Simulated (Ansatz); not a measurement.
Two G0W0 runs on Y2CF2/Y2CF2 (MXene multilayer).

The cell holds 10 atoms: 2 C, 4 Y and 4 F. Its edges and angles: a = 3.591 Å, b = 3.591 Å, c = 46.300 Å, α = 90.0°, β = 90.0°, γ = 120.0°. It derives from C1F2Y2. Regions: layer 1 (Y2CF2), 5 atoms (1 C, 2 Y and 2 F); layer 2 (Y2CF2), 5 atoms (1 C, 2 Y and 2 F). Vacuum lies along c.

```xyz
10
Lattice="3.5912 0.0000 0.0000 -1.7956 3.1101 0.0000 0.0000 0.0000 46.3000" Properties=species:S:1:pos:R:3
C     0.0000    0.0000   19.8982
Y     0.0000    2.0734   21.2581
Y     1.7956    1.0367   18.5328
F     1.7956    1.0367   22.3830
F     0.0000    2.0734   17.3728
C     0.0000    0.0000   26.4018
Y     0.0000    2.0734   27.7672
Y     1.7956    1.0367   25.0419
F     1.7956    1.0367   28.9272
F     0.0000    2.0734   23.9170
```

The structure was relaxed with PBE-D3(BJ). The runs that relaxed it are not among those shown. PAW set soft_2, made with PBE.

The first (Ansatz 0.2.0; start PBE, 6×6×1 mesh, 415 empty bands, screening to 50 eV; 4 threads of Arm Neoverse V1, shared host) gave, on its mesh: starting gap 1.12 eV, G0W0 gap 1.89 eV, mean of 1 + 4πα/V (set by the cell height) 2.72, 4.5 min.

The second gave: starting gap 1.12 eV, G0W0 gap 1.80 eV, mean of 1 + 4πα/V (set by the cell height) 2.71, 91 s.

Q: What was changed in the input? Choose among start, files, mesh, bands and cutoff, frequency model or another key.

Changed: empty bands from 415 to 173 and screening cutoff (eV) from 50.0 to 28. The starting gap stayed, which rules out the functional and points to the GW step. Other changes could give like numbers; this is the one that was made.

Limits: not at the basis limit; coarse mesh for a sheet; no spin-orbit coupling.

[Paths, hosts, dates, memory and timing lines, banners, echoed tables and standing remarks are left out of the program output.]

[Logs are printed without paths, hosts, clocks, repeated set-up lines and the standing remarks that a program may print on its own settings, such as how far it seeks lower states.]

[Runs of the session that timed out or met a known fault of the program may be left out.]

[Cells called generated may have been cut or substituted from an entry of the Crystallography Open Database or the Materials Project.]

[Hosts, paths, dates, database ids (printed as entryN), source tags and the programs' standing remarks are cut or masked in the printed files.]
